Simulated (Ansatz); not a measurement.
Planning a run of Ansatz 0.2.0 on Li3TaO4 (I4/mmm). The input:

```yaml
crystal:
  lattice:
    - [-2.064795, 2.064795, 4.358979]
    - [2.064795, -2.064795, 4.358979]
    - [2.064795, 2.064795, -4.358979]
  atoms:
    - { symbol: Li, position: [0.5, 0.5, 0.0] }
    - { symbol: Li, position: [0.25, 0.75, 0.5] }
    - { symbol: Li, position: [0.75, 0.25, 0.5] }
    - { symbol: Ta, position: [0.0, 0.0, 0.0] }
    - { symbol: O, position: [0.0, 0.5, 0.5] }
    - { symbol: O, position: [0.777859, 0.777859, 0.0] }
    - { symbol: O, position: [0.5, 0.0, 0.5] }
    - { symbol: O, position: [0.222141, 0.222141, 0.0] }
kpoints:
  mp_grid: { grid: [4, 4, 4] }
hamiltonian:
  xc: pbesol
scf:
  occupations: { method: fixed }
gw:
  n_empty_bands: 78
  ecut_chi: 60.0
  qp_bands: [v1, c1]
  qp_kpoints: band_edges
  screening: { model: contour_deformation }
```

```sh
ansatz run input.yaml --threads 1 --pin off --max-ram 36864MiB --backend cpu --events-out ev --progress --plain --runs-dir out
```

Q: Estimate wall time and host memory on 1 thread of Arm Neoverse V2, shared host.

It took 35 s; on shared hardware allow 18 s to 70 s. Peak host memory was 0.35 GiB. The sizes that set the cost: 1435 plane waves a state, 13 irreducible k points, 101 bands summed, 77 plane waves in the screening and 7 SCF cycles.

The screening grows as filled bands × empty bands × pairs of k points, times the square of the screening basis for the matrix.

[Paths, hosts, dates, memory and timing lines, banners, echoed tables and standing remarks are left out of the program output.]

[Logs are printed without paths, hosts, clocks, repeated set-up lines and the standing remarks that a program may print on its own settings, such as how far it seeks lower states.]

[Runs of the session that timed out or met a known fault of the program may be left out.]

[Cells called generated may have been cut or substituted from an entry of the Crystallography Open Database or the Materials Project.]

[Hosts, paths, dates, database ids (printed as entryN), source tags and the programs' standing remarks are cut or masked in the printed files.]
